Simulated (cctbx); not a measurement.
## RbCaTl4As4: precision against data quality

Space group P4/mmm (no. 123), a = 4.3030 Å, b = 4.3030 Å, c = 13.0990 Å, α = 90.00°, β = 90.00°, γ = 90.00°.

```csv
atom,mult.,x,y,z,Ueq (Å²)
Tl1,4,0,1/2,0.2217,0.0053
Rb1,1,1/2,1/2,1/2,0.0066
As1,2,1/2,1/2,0.1251,0.0074
As2,2,0,0,0.3226,0.0063
Ca1,1,0,0,0,0.0074
```

This is a model crystal, built by substitution and not relaxed, with assumed displacement parameters.

Five simulated data sets (cctbx; Mo Kα, λ = 0.71073 Å; 2 % proportional error) differ in resolution or exposure (noise floor 8 counts in the first three, 8 in the last two). Each is refined with the right model, isotropic at 1.1 Å and anisotropic otherwise. How do the figures of merit and the uncertainties move?

```
d min (Å)  top counts  ⟨I/σ⟩ (unmerged, absences included)  unique  param. (scale apart)   Rint      R1  GooF  largest s.u. xyz (fractional)  s.u. U of Ca1 (Å²)  largest error (Å)
      1.1       40000                                 25.7      85                     8  0.019  0.0059  1.03                        0.00009              0.0007             0.0013
     0.84       40000                                 22.0     173                    14  0.019  0.0058  0.92                        0.00005              0.0004             0.0005
      0.6       40000                                 18.6     416                    14  0.022  0.0068  0.92                        0.00003              0.0002             0.0007
     0.75         300                                  1.6     230                    14  0.321  0.0561  0.87                        0.00090              0.0070             0.0093
     0.75        3000                                  7.3     230                    14  0.061  0.0185  0.87                        0.00015              0.0014             0.0022
```

The number of reflections grows roughly as 1/d³: 85, 173 and 416 here. R1 follows the noise rather than the truth: at 300 counts it is 0.0561, at 3000 counts 0.0185, while GooF is 0.87 and 0.87: the weights 1/σ² carry the noise. The s.u. of U (U11 where anisotropic) for Ca1 goes 0.0007, 0.0004, 0.0002 Å² with resolution and 0.0070, 0.0014 Å² with exposure.

Hardware for the 0.6 Å refinement: 0.42 s on 1 thread of Arm Neoverse V2 (shared host), peak memory 0.09 GiB.

[Logs are printed without paths, hosts, clocks, repeated set-up lines and the standing remarks that a program may print on its own settings, such as how far it seeks lower states.]
